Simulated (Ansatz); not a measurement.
# Core levels in a random alloy: Mg3Sc (Sc on 25 % of the Mg sites, one arrangement)

Aim: core-level shifts of both metals in Mg3Sc (Sc on 25 % of the Mg sites, one arrangement), site by site.

Main program and level: Ansatz 0.2.0; DFT, r2SCAN, plane-wave PAW, default files, scalar-relativistic.

**1. The structure**

The cell holds 16 atoms: 12 Mg and 4 Sc. Cell: a = 7.629 Å, b = 7.629 Å, c = 8.277 Å, α = 64.4°, β = 115.6°, γ = 86.4°. It derives from Mg and Sc. How the cell was made: random alloy; site: Mg; solute: Sc; fraction 0.25; sites picked by the rule 'random', which a small cell need not show; lattice typed at the start.

Structure file:

```cif
data_structure
_symmetry_space_group_name_H-M 'P 1'
_symmetry_Int_Tables_number 1
_cell_length_a 7.6288
_cell_length_b 7.6288
_cell_length_c 8.2768
_cell_angle_alpha 64.402
_cell_angle_beta 115.598
_cell_angle_gamma 86.416
_cell_volume 372.94
loop_
_atom_site_label
_atom_site_type_symbol
_atom_site_fract_x
_atom_site_fract_y
_atom_site_fract_z
_atom_site_occupancy
Mg1 Mg 0.62500 0.87500 0.75000 1
Mg2 Mg 0.12500 0.37500 0.75000 1
Sc3 Sc 0.25000 0.75000 0.50000 1
Mg4 Mg 0.75000 0.25000 0.50000 1
Sc5 Sc 0.87500 0.62500 0.25000 1
Mg6 Mg 0.37500 0.12500 0.25000 1
Mg7 Mg 0.50000 0.50000 0.00000 1
Sc8 Sc 0.00000 0.00000 0.00000 1
Mg9 Mg 0.83333 0.83333 0.50000 1
Mg10 Mg 0.33333 0.33333 0.50000 1
Mg11 Mg 0.45833 0.70833 0.25000 1
Mg12 Mg 0.95833 0.20833 0.25000 1
Mg13 Mg 0.08333 0.58333 0.00000 1
Sc14 Sc 0.58333 0.08333 0.00000 1
Mg15 Mg 0.70833 0.45833 0.75000 1
Mg16 Mg 0.20833 0.95833 0.75000 1
```

**2. Relaxation**

Atoms near a foreign or missing neighbour move off the ideal sites, so they are relaxed first.

The input, input.yaml:

```yaml
crystal:
  lattice:
    - [-4.8154711691, 2.7802135758, 5.2230502336]
    - [-4.8154711691, 2.7802135758, -5.2230502336]
    - [-3.2103141127, -5.5604271515, -5.2230502336]
  atoms:
    - { symbol: Mg, position: [0.625, 0.875, 0.75] }
    - { symbol: Mg, position: [0.125, 0.375, 0.75] }
    - { symbol: Sc, position: [0.25, 0.75, 0.5] }
    - { symbol: Mg, position: [0.75, 0.25, 0.5] }
    - { symbol: Sc, position: [0.875, 0.625, 0.25] }
    - { symbol: Mg, position: [0.375, 0.125, 0.25] }
    - { symbol: Mg, position: [0.5, 0.5, 0.0] }
    - { symbol: Sc, position: [0.0, 0.0, 0.0] }
    - { symbol: Mg, position: [0.8333333333, 0.8333333333, 0.5] }
    - { symbol: Mg, position: [0.3333333333, 0.3333333333, 0.5] }
    - { symbol: Mg, position: [0.4583333333, 0.7083333333, 0.25] }
    - { symbol: Mg, position: [0.9583333333, 0.2083333333, 0.25] }
    - { symbol: Mg, position: [0.0833333333, 0.5833333333, 0.0] }
    - { symbol: Sc, position: [0.5833333333, 0.0833333333, 0.0] }
    - { symbol: Mg, position: [0.7083333333, 0.4583333333, 0.75] }
    - { symbol: Mg, position: [0.2083333333, 0.9583333333, 0.75] }
kpoints:
  mp_grid: { grid: [4, 4, 4] }
scf:
  occupations: { method: fermi_dirac, width: 0.08 }
  n_extra_bands: 16
hamiltonian:
  xc: r2scan
  pseudopotentials: { kind: paw }
output:
  forces: true
relax:
  f_tol: 0.04
  max_steps: 35
  cell: {}
```

The run is started by

```bash
> ansatz run input.yaml --threads 4 --pin off --max-ram 14336MiB --backend cpu --events-out ev --progress --plain --runs-dir out
```

Numbers of over 12 decimals in the logs are rounded to 6 here.

Output:

```text
scf.n_extra_bands = 16 over 82 filled bands (N_el = 164.0): the run solves 98 bands
Engine: ansatz 0.2.0, x86_64-unknown-linux-gnu
Pseudopotentials: kind: paw
Pseudopotential: Mg, paw, valence charge 10, recommended cutoff 500 eV (meta_gga), Mg.paw.azcp
Pseudopotential: Sc, paw, valence charge 11, recommended cutoff 500 eV (meta_gga), Sc.paw.azcp
Functional definition: r2SCAN
  parameter k0 = 0.174
  parameter k1 = 0.065
  parameter a1 = 4.9479
  exchange = r2scan_x(k0 = k0, k1 = k1, a1 = a1)
  correlation = r2scan_c
Crystal: 16 atoms, lattice volume = 372.941 Å³
Basis set: ecut = 500 eV, 9477 PW (Γ), exchange–correlation on 240×240×256 points (64 copies of the dense FFT grid, shifted against one another)
Bands: 98, of which v1, the nominal top of the filled ones, is band 82 counted from 1 (81 counted from 0)
Symmetry: 1 space group operations
Space group: P1 (ITA 1), of the structure as read, at distance tolerance 7.2e-5 Å
k-points: 36 of 64 (time reversal used)
Non-local potential: Mg, projectors of the file, l = 0: 3, l = 1: 2, l = 2: 1
Non-local potential: Sc, projectors of the file, l = 0: 3, l = 1: 2, l = 2: 3, l = 3: 1
PAW form: soft (Blöchl's): semilocal exchange-correlation on the pseudo side does not see the compensation charge
PAW frozen core: Mg, regenerated for the run's functional (the file was generated under x = pbe(κ = 0.804, μ = 0.219515), c = pbe(β = 0.066725))
PAW frozen core: Sc, regenerated for the run's functional (the file was generated under x = pbe(κ = 0.804, μ = 0.219515), c = pbe(β = 0.066725))
PAW one-centre angular grid: Mg, 302 points (default); XC on 224 Gauss nodes
PAW one-centre angular grid: Sc, 590 points (default); XC on 160 Gauss nodes
Initial density: superposition of atomic densities (neutral atoms: chi_scale 0, normalization atom), corrected by the library's trained network
Initial wavefunctions: pseudopotential atomic-orbital guess
Functional: x = r2scan, c = r2scan; τ floored in thin density (d = 2e-4 eV/Å³)
SCF iter   1: F=—  HF=-31679.113551 eV  |F-HF|=—  |Δ(HF+E_count)|=         —  Δρ=1.13e-2  dr2=7.77e-1  dr2_τ=1.30e-2  ethr=1.77e-3  ⟨swp⟩=6.1  Hψ=12141  notcnv=0
preconditioner: auto → Kerker (q_TF=auto, 2.379 Å⁻¹)  [metal: Δε(μ)=0.005 eV  Ē_g=3.759 eV  σ=0.080 eV  W_gap=0.01  n_scr=78 (ndim 8)  ℏωp=11.5 eV  f_vac=0.000  D(μ)=13.27/eV (n_scr^D=100)]
SCF iter   2: F=—  HF=-31679.128424 eV  |F-HF|=—  |Δ(HF+E_count)|=   1.49e-2  Δρ=3.44e-3  dr2=4.02e-2  dr2_τ=6.55e-3  ethr=4.74e-4  ⟨swp⟩=3.0  Hψ=6110  notcnv=0
SCF iter   3: F=—  HF=-31679.131198 eV  |F-HF|=—  |Δ(HF+E_count)|=   2.77e-3  Δρ=1.56e-3  dr2=1.13e-2  dr2_τ=4.46e-4  ethr=2.45e-5  ⟨swp⟩=3.0  Hψ=6897  notcnv=0
SCF iter   4: F=—  HF=-31679.134410 eV  |F-HF|=—  |Δ(HF+E_count)|=   3.21e-3  Δρ=8.56e-4  dr2=7.04e-3  dr2_τ=2.24e-4  ethr=6.88e-6  ⟨swp⟩=2.0  Hψ=4107  notcnv=0
SCF iter   5: F=—  HF=-31679.134055 eV  |F-HF|=—  |Δ(HF+E_count)|=   3.55e-4  Δρ=3.04e-4  dr2=8.43e-4  dr2_τ=2.89e-5  ethr=4.29e-6  ⟨swp⟩=2.0  Hψ=3854  notcnv=0
SCF iter   6: F=—  HF=-31679.133980 eV  |F-HF|=—  |Δ(HF+E_count)|=   7.52e-5  Δρ=8.65e-5  dr2=5.09e-5  dr2_τ=1.36e-6  ethr=5.14e-7  ⟨swp⟩=2.0  Hψ=3771  notcnv=0
SCF iter   7: F=—  HF=-31679.134211 eV  |F-HF|=—  |Δ(HF+E_count)|=   2.31e-4  Δρ=6.54e-5  dr2=4.49e-5  dr2_τ=1.43e-6  ethr=3.11e-8  ⟨swp⟩=2.0  Hψ=6151  notcnv=0
SCF iter   8: F=—  HF=-31679.134208 eV  |F-HF|=—  |Δ(HF+E_count)|=   3.59e-6  Δρ=1.18e-5  dr2=7.79e-7  dr2_τ=2.54e-8  ethr=2.74e-8  ⟨swp⟩=2.0  Hψ=3822  notcnv=0
SCF iter   9: F=-31679.134208 eV  HF=-31679.134208 eV  |F-HF|=1.71e-8  |Δ(HF+E_count)|=   1.09e-7  Δρ=3.38e-6  dr2=7.11e-8  dr2_τ=3.85e-9  ethr=6.10e-11  ⟨swp⟩=3.0  Hψ=11812  notcnv=0
SCF 1 converged in 9 iterations: F = -31679.134208 eV  dr2 = 7.11e-8
  greatest PAW one-centre occupation: 1.000 electrons in one spin orbital (limit 2), on the Mg atom at site 11 (counted from 0), in its partial waves of l = 0
relax step   1: F+E_penalty+E_count = -31679.13420790 eV  Δ(F+E_penalty+E_count) = +0.000e0 eV  max|allowed force component| = 2.087e-1 eV/Å  Δτ_max = 0.0000 Å  P = +0.023 GPa  Ω = 372.941 Å³  (9 SCF iters, dr2 threshold 1.00e-7 eV, accepted)
Crystal: 16 atoms, lattice volume = 373.174 Å³
Basis set: ecut = 500 eV, 9463 PW (Γ), exchange–correlation on 240×240×256 points (64 copies of the dense FFT grid, shifted against one another)
Initial density: handed on by an earlier stage of this run
Initial wavefunctions: those handed on with the density
iter 1 solved again at ethr=4.53e-5 eV; its pass at ethr=3.10e-3 eV (dr2=7.42e-2 eV) is discarded
SCF iter   1: F=—  HF=-31678.665421 eV  |F-HF|=—  |Δ(HF+E_count)|=         —  Δρ=2.49e-3  dr2=6.48e-2  dr2_τ=6.14e-1  ethr=4.53e-5  ⟨swp⟩=1.3  Hψ=12726  notcnv=0
preconditioner: auto → Kerker (q_TF=auto, 2.379 Å⁻¹)  [metal: Δε(μ)=0.005 eV  Ē_g=3.625 eV  σ=0.080 eV  W_gap=0.02  n_scr=78 (ndim 8)  ℏωp=11.5 eV  f_vac=0.000  D(μ)=13.61/eV (n_scr^D=112)]
SCF iter   2: F=—  HF=-31679.181601 eV  |F-HF|=—  |Δ(HF+E_count)|=   5.16e-1  Δρ=1.41e-3  dr2=1.55e-2  dr2_τ=4.27e-4  ethr=3.95e-5  ⟨swp⟩=2.1  Hψ=7022  notcnv=0
SCF iter   3: F=—  HF=-31679.181155 eV  |F-HF|=—  |Δ(HF+E_count)|=   4.46e-4  Δρ=7.69e-4  dr2=6.52e-3  dr2_τ=1.62e-4  ethr=9.46e-6  ⟨swp⟩=2.0  Hψ=3865  notcnv=0
SCF iter   4: F=—  HF=-31679.180841 eV  |F-HF|=—  |Δ(HF+E_count)|=   3.14e-4  Δρ=3.98e-4  dr2=1.43e-3  dr2_τ=7.48e-5  ethr=3.98e-6  ⟨swp⟩=2.0  Hψ=4027  notcnv=0
SCF iter   5: F=—  HF=-31679.180960 eV  |F-HF|=—  |Δ(HF+E_count)|=   1.20e-4  Δρ=1.34e-4  dr2=9.73e-5  dr2_τ=3.25e-6  ethr=8.71e-7  ⟨swp⟩=2.0  Hψ=4542  notcnv=0
SCF iter   6: F=—  HF=-31679.180959 eV  |F-HF|=—  |Δ(HF+E_count)|=   1.75e-6  Δρ=8.35e-5  dr2=6.65e-5  dr2_τ=2.40e-6  ethr=5.93e-8  ⟨swp⟩=2.0  Hψ=4711  notcnv=0
SCF iter   7: F=—  HF=-31679.180955 eV  |F-HF|=—  |Δ(HF+E_count)|=   4.10e-6  Δρ=2.24e-5  dr2=2.68e-6  dr2_τ=9.13e-8  ethr=4.05e-8  ⟨swp⟩=2.0  Hψ=3800  notcnv=0
SCF iter   8: F=-31679.180954 eV  HF=-31679.180955 eV  |F-HF|=2.81e-7  |Δ(HF+E_count)|=   1.87e-7  Δρ=1.04e-5  dr2=6.19e-7  dr2_τ=2.03e-8  ethr=9.76e-10  ⟨swp⟩=4.0  Hψ=10762  notcnv=0
SCF 2 converged in 8 iterations: F = -31679.180954 eV  dr2 = 6.19e-7
relax step   2: F+E_penalty+E_count = -31679.18095449 eV  Δ(F+E_penalty+E_count) = -4.675e-2 eV  max|allowed force component| = 7.119e-2 eV/Å  Δτ_max = 0.0779 Å  P = +0.010 GPa  Ω = 373.174 Å³  energy of the carried Pulay correction = -6.653e-5 eV  (8 SCF iters, dr2 threshold 1.60e-6 eV, accepted)
Crystal: 16 atoms, lattice volume = 373.111 Å³
Basis set: ecut = 500 eV, 9453 PW (Γ), exchange–correlation on 240×240×256 points (64 copies of the dense FFT grid, shifted against one another)
iter 1 solved again at ethr=5.56e-6 eV; its pass at ethr=3.10e-3 eV (dr2=9.12e-3 eV) is discarded
SCF iter   1: F=—  HF=-31679.143329 eV  |F-HF|=—  |Δ(HF+E_count)|=         —  Δρ=8.42e-4  dr2=9.93e-3  dr2_τ=4.83e-2  ethr=5.56e-6  ⟨swp⟩=3.0  Hψ=15425  notcnv=0
preconditioner: auto → Kerker (q_TF=auto, 2.379 Å⁻¹)  [metal: Δε(μ)=0.011 eV  Ē_g=3.639 eV  σ=0.080 eV  W_gap=0.04  n_scr=78 (ndim 8)  ℏωp=11.5 eV  f_vac=0.000  D(μ)=13.52/eV (n_scr^D=106)]
SCF iter   2: F=—  HF=-31679.187111 eV  |F-HF|=—  |Δ(HF+E_count)|=   4.38e-2  Δρ=4.31e-4  dr2=1.70e-3  dr2_τ=5.40e-5  ethr=5.56e-6  ⟨swp⟩=2.0  Hψ=6525  notcnv=0
SCF iter   3: F=—  HF=-31679.187031 eV  |F-HF|=—  |Δ(HF+E_count)|=   7.98e-5  Δρ=2.39e-4  dr2=6.75e-4  dr2_τ=1.45e-5  ethr=1.04e-6  ⟨swp⟩=2.0  Hψ=3843  notcnv=0
SCF iter   4: F=—  HF=-31679.186990 eV  |F-HF|=—  |Δ(HF+E_count)|=   4.10e-5  Δρ=1.24e-4  dr2=1.47e-4  dr2_τ=7.83e-6  ethr=4.11e-7  ⟨swp⟩=2.0  Hψ=4035  notcnv=0
SCF iter   5: F=—  HF=-31679.187197 eV  |F-HF|=—  |Δ(HF+E_count)|=   2.07e-4  Δρ=3.83e-5  dr2=6.60e-6  dr2_τ=2.19e-7  ethr=8.98e-8  ⟨swp⟩=2.0  Hψ=4646  notcnv=0
SCF iter   6: F=—  HF=-31679.187197 eV  |F-HF|=—  |Δ(HF+E_count)|=   4.17e-8  Δρ=2.36e-5  dr2=5.75e-6  dr2_τ=1.95e-7  ethr=4.02e-9  ⟨swp⟩=2.0  Hψ=4788  notcnv=0
SCF iter   7: F=-31679.187197 eV  HF=-31679.187197 eV  |F-HF|=9.93e-8  |Δ(HF+E_count)|=   3.66e-7  Δρ=6.87e-6  dr2=2.99e-7  dr2_τ=7.15e-9  ethr=1.93e-10  ⟨swp⟩=3.0  Hψ=11298  notcnv=0
SCF 3 converged in 7 iterations: F = -31679.187197 eV  dr2 = 2.99e-7
relax step   3: F+E_penalty+E_count = -31679.18719686 eV  Δ(F+E_penalty+E_count) = -6.242e-3 eV  max|allowed force component| = 1.334e-2 eV/Å  Δτ_max = 0.0213 Å  P = -0.014 GPa  Ω = 373.111 Å³  energy of the carried Pulay correction = -4.833e-5 eV  (7 SCF iters, dr2 threshold 3.17e-7 eV, accepted)
[...]
relax step   4: F+E_penalty+E_count = -31679.18870937 eV  Δ(F+E_penalty+E_count) = -1.513e-3 eV  max|allowed force component| = 1.070e-2 eV/Å  Δτ_max = 0.0135 Å  P = +0.020 GPa  Ω = 372.776 Å³  energy of the carried Pulay correction = +4.687e-5 eV  (9 SCF iters, dr2 threshold 2.05e-8 eV, accepted)
[...]
relax step   5: F+E_penalty+E_count = -31679.18890773 eV  Δ(F+E_penalty+E_count) = -1.984e-4 eV  max|allowed force component| = 2.567e-3 eV/Å  Δτ_max = 0.0053 Å  P = -0.002 GPa  Ω = 372.955 Å³  energy of the carried Pulay correction = -3.922e-6 eV  (8 SCF iters, dr2 threshold 7.59e-9 eV, accepted)
Initial wavefunctions: pseudopotential atomic-orbital guess (no wavefunctions were taken with the density)
iter 1 solved again at ethr=2.95e-8 eV; its pass at ethr=3.10e-3 eV (dr2=4.84e-5 eV) is discarded
SCF iter   1: F=—  HF=-31679.188713 eV  |F-HF|=—  |Δ(HF+E_count)|=         —  Δρ=1.89e-5  dr2=1.43e-7  dr2_τ=1.55e-6  ethr=2.95e-8  ⟨swp⟩=4.3  Hψ=21133  notcnv=0
preconditioner: auto → Kerker (q_TF=auto, 2.379 Å⁻¹)  [metal: Δε(μ)=0.017 eV  Ē_g=3.636 eV  σ=0.080 eV  W_gap=0.05  n_scr=78 (ndim 8)  ℏωp=11.5 eV  f_vac=0.000  D(μ)=13.51/eV (n_scr^D=106)]
SCF iter   2: F=—  HF=-31679.188934 eV  |F-HF|=—  |Δ(HF+E_count)|=   2.21e-4  Δρ=9.96e-6  dr2=4.43e-8  dr2_τ=6.78e-8  ethr=8.71e-11  ⟨swp⟩=2.3  Hψ=6656  notcnv=0
SCF iter   3: F=—  HF=-31679.188934 eV  |F-HF|=—  |Δ(HF+E_count)|=   1.40e-7  Δρ=8.75e-7  dr2=2.12e-9  dr2_τ=7.98e-10  ethr=2.70e-11  ⟨swp⟩=2.0  Hψ=6080  notcnv=0
SCF iter   4: F=—  HF=-31679.188934 eV  |F-HF|=—  |Δ(HF+E_count)|=   2.14e-9  Δρ=4.72e-7  dr2=2.07e-9  dr2_τ=9.28e-11  ethr=1.29e-12  ⟨swp⟩=2.0  Hψ=6672  notcnv=0
SCF iter   5: F=-31679.188934 eV  HF=-31679.188934 eV  |F-HF|=1.82e-11  |Δ(HF+E_count)|=  1.49e-10  Δρ=1.15e-7  dr2=6.56e-11  dr2_τ=4.99e-12  ethr=1.00e-12  ⟨swp⟩=3.0  Hψ=11259  notcnv=0
SCF 6 converged in 5 iterations: F = -31679.188934 eV  dr2 = 6.56e-11
relax step   6: F+E_penalty+E_count = -31679.18893414 eV  Δ(F+E_penalty+E_count) = -2.642e-5 eV  max|allowed force component| = 2.561e-3 eV/Å  Δτ_max = 0.0000 Å  P = -0.003 GPa  Ω = 372.955 Å³  stress off target by 1.17e-2 GPa  SCF on the basis re-selected at this cell (its energy is not comparable with the rows above)  (5 SCF iters)
basis re-selected at this cell: Δ(F+E_penalty+E_count) = -2.642e-5 eV, ΔP = -0.000 GPa vs the last step (what re-selecting the basis moved, of the pressure what is left beyond the Pulay correction that the steps carried, after the strain that the cell walked since its last selection, with what the two solves' SCF thresholds leave and, on support functions, any second-order correction that the steps lacked; it is no m [...]
SCF converged after 5 iterations
Free energy (F): -31679.188934 eV
Harris-Foulkes:  -31679.188934 eV  (|F-HF|=1.82e-11)
Internal energy: -31678.907601 eV  (E = F + TS)
E sigma→0 (E₀):  -31679.048268 eV
Entropy (-TS):   -0.281333 eV (-17.583 meV/atom)
Fermi energy:    6.534015 eV
--- Per-component energies (eV) ---
  E_band       = -5170.069771
  E_kinetic    = 1931.581532
  E_local      = -22822.578625  (includes V_loc(G=0)·N_el)
  E_nonlocal   = 1478.990601
  E_hartree    = 8101.240471
  E_xc         = -716.093197
  E_vxc        = -1024.439037  (∫ρ·V_xc dr)
  E_paw        = -7409.933231  (= ΣΔE_a)
  E_vpaw       = -1003.509567  (= ΣTr[D̂ρ^β])
  E_aug_tail   = 0.000004  (compensation charges beyond the density's cutoff)
  E_vtau       = 67.404390  (kinetic-family band-sum trace: ∫τ·v_τ [+ j·A + Jᵃ·Aᵃ] dr)
  E_ewald      = -12240.846693
  E_core_change = -1.268465  (= ΣΔE_core)
  E_smearing   = -0.281333  (= −TS)
  E_closure    = 0.000000  (closes the sum)
  Σ components = -31679.188934   (vs F -31679.188934, Δ=0.00e0)
--- Forces (eV/Å), atoms counted from 1 ---
  atom   1  Mg     0.00139264     0.00082116    -0.00121052
  atom   2  Mg    -0.00026095    -0.00177128     0.00076495
  atom   3  Sc    -0.00012118     0.00147583     0.00173115
  atom   4  Mg     0.00144871     0.00049910     0.00028683
  atom   5  Sc     0.00135067    -0.00063796    -0.00050493
  atom   6  Mg    -0.00002650    -0.00166504    -0.00247317
  atom   7  Mg     0.00026759    -0.00018773    -0.00006152
  atom   8  Sc    -0.00253146    -0.00200138    -0.00240094
  atom   9  Mg    -0.00047127    -0.00030683     0.00041396
  atom  10  Mg     0.00040465     0.00231780    -0.00004631
  atom  11  Mg     0.00128127    -0.00057676    -0.00076038
  atom  12  Mg    -0.00120597    -0.00005964     0.00174783
  atom  13  Mg    -0.00053852    -0.00076014    -0.00026339
  atom  14  Sc     0.00072593     0.00230564     0.00256058
  atom  15  Mg    -0.00155802     0.00069795    -0.00028093
  atom  16  Mg    -0.00016600    -0.00015524     0.00049415
  max |Σ_I F_I| component: 8.43e-6 eV/Å
--- Stress (GPa, compression-positive) ---
        0.001092      -0.005618      -0.004053
       -0.005618      -0.007743       0.005623
       -0.004053       0.005623      -0.000879
  P = ⅓ Tr σ = -0.0025 GPa (-0.025 kbar)
--- Relaxed structure (5 steps of the walk, 5 accepted, 1 SCFs on fresh bases) ---
  F+E_penalty+E_count = -31679.18893414 eV   max|allowed force component| = 2.561e-3 eV/Å   (the final SCF, on the basis selected at the relaxed cell)
  cell:  # Å, volume = 372.9546 Å³
    - [-4.876275, 2.822355, 5.229082]
    - [-4.849349, 2.767597, -5.175110]
    - [-3.193105, -5.556177, -5.222968]
  atoms:
    - { symbol: Mg, position: [0.627772, 0.873069, 0.755840] }
    - { symbol: Mg, position: [0.127454, 0.373945, 0.750765] }
    - { symbol: Sc, position: [0.243751, 0.746850, 0.504570] }
    - { symbol: Mg, position: [0.742802, 0.249593, 0.489851] }
    - { symbol: Sc, position: [0.879383, 0.624284, 0.255200] }
    - { symbol: Mg, position: [0.371369, 0.116071, 0.251087] }
    - { symbol: Mg, position: [0.501339, 0.502726, 0.00650676] }
    - { symbol: Sc, position: [-0.00380604, -0.00183541, -0.0055386] }
    - { symbol: Mg, position: [0.831380, 0.832220, 0.503830] }
    - { symbol: Mg, position: [0.336896, 0.335317, 0.496862] }
    - { symbol: Mg, position: [0.456099, 0.713430, 0.251083] }
    - { symbol: Mg, position: [0.959901, 0.205731, 0.241820] }
    - { symbol: Mg, position: [0.087381, 0.581067, -0.00274185] }
    - { symbol: Sc, position: [0.588818, 0.084865, 0.00226761] }
    - { symbol: Mg, position: [0.709318, 0.459950, 0.752794] }
    - { symbol: Mg, position: [0.206810, 0.969383, 0.745804] }
```

It took 9.7 min on 4 threads of Intel Xeon at 2.50GHz (Skylake/Cascade Lake), shared host; peak memory 2.6 GiB.

The steps of the relaxation:

```
step  energy less that of the first step (eV)  largest force component (eV/Å)  pressure (GPa)  volume (Å³)
   1                                   0.0000                          0.2087            0.02       372.94
   2                                  -0.0467                          0.0712            0.01       373.17
   3                                  -0.0530                          0.0133           -0.01       373.11
   4                                  -0.0545                          0.0107            0.02       372.78
   5                                  -0.0547                          0.0026            0.00       372.95
  6*                                  -0.0547                          0.0026            0.00       372.95
```

Relaxation steps marked * repeat the geometry before them on a plane-wave basis chosen anew for their cell, so energy and pressure can jump there.

```
     cell as run  before   after  change
           a (Å)   7.629   7.687  +0.8 %
           b (Å)   7.629   7.613  -0.2 %
           c (Å)   8.277   8.267  -0.1 %
           α (°)   64.40   64.46  +0.1 %
           β (°)  115.60  115.56  -0.0 %
           γ (°)   86.42   85.69  -0.8 %
volume (Å³/atom)   23.31   23.31  +0.0 %
```

The atoms that moved most (Å, as changes of fractional coordinates times the final cell):

```
atom      dx      dy      dz  length
Mg12   0.031   0.043   0.064   0.083
 Mg4   0.069   0.035   0.017   0.080
 Mg6   0.058  -0.041   0.022   0.074
Mg16  -0.033   0.050  -0.043   0.073
 Sc3   0.031  -0.052  -0.040   0.073
 Mg7  -0.041  -0.025  -0.041   0.063
Mg13   0.000   0.020   0.047   0.051
 Sc8   0.045   0.015   0.019   0.051
```

Numbers from this step:

```
free energy             : -31679.1889 eV
energy at zero smearing : -31679.0483 eV
smearing term TS        : 0.2813 eV
Fermi energy            : 6.534 eV
symmetry operations     : 1
pressure                : -0.002510 GPa
```

The relaxation ends with a largest force component of 0.0026 eV/Å and a pressure of 0.00 GPa.

(Continued in part 2 of 4.)

[Logs are printed without paths, hosts, clocks, repeated set-up lines and the standing remarks that a program may print on its own settings, such as how far it seeks lower states.]

[Hosts, paths, dates, database ids (printed as entryN), source tags and the programs' standing remarks are cut or masked in the printed files.]

[Maps of the electrostatic potential energy from Ansatz leave out the sawtooth potential of an applied field or a dipole correction, so their vacuum need not be flat; work functions include it.]
